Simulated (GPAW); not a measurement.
# Surface energy and work function of Al(100) from slabs of 4 to 14 layers (PBE)

How do energy and work function of Al(100) films settle with thickness, and what surface energy follows?

How it was computed: GPAW 26.7.0, plane waves at 450 eV with PAW setups; symmetric 1×1 slabs cut at the tabulated lattice constant (two decimals; low-temperature values for the alkali metals), atoms at bulk places, 7.5 Å of vacuum on each side, one in-plane mesh for all thicknesses, Fermi-Dirac smearing of 0.1 eV. Energies are extrapolated to zero smearing and count from the program's reference atoms. Functional PBE. The cell's area is 8.201 Å².

Results, with one row withheld:

| layers | energy (eV) | work function (eV) |
| --- | --- | --- |
| 4 | −13.9554 | 4.33 |
| 5 | −17.7172 | 4.34 |
| 6 | −21.4647 | 4.26 |
| 7 | −25.1970 | 4.25 |
| 8 | −28.9154 | 4.24 |
| 9 | −32.6652 | 4.24 |
| 10 | −36.3910 | 4.28 |
| 11 | −40.1280 | 4.30 |
| 12 | −43.8652 | 4.29 |
| 14 | ? | ? |

Q: What surface energy do these runs give, and what energy and work function should the 14-layer slab have?

Worked answer. A slab of n layers has E(n) = nε + 2Aγ once its middle is bulk-like. A line through n = 6 to 12 has the slope ε = −3.7335 eV a layer and the intercept 2Aγ = 0.9409 eV (r.m.s. residual 5.6 meV). So γ = 0.9409 / (2 × 8.201 Å²) = 0.0574 eV/Å² = 0.92 J/m², with a standard error of about 0.01 J/m² from the scatter about the line. For 14 layers: 0.9409 + 14 × (−3.7335) = −51.329 eV; the run gives −51.351 eV, 22.6 meV under the line. The work function has no such law: from 6 to 12 layers it moves between 4.24 and 4.30 eV (mean 4.27), and the 14-layer slab gives 4.27 eV. The thinnest slab, 4 layers, lies +0.06 eV from that mean. The measured value for this face is 4.32 eV (“Properties of real metallic surfaces: Effects of density functional semilocality and van der Waals nonlocality” (2017, arxiv:1702.08515)); the unrelaxed 14-layer slab lies 0.05 eV under it.

**Limits.** The surfaces are unrelaxed, so γ is an upper bound for this functional and lattice constant. The tabulated lattice constant isn't the functional's own, which strains the slab a little.
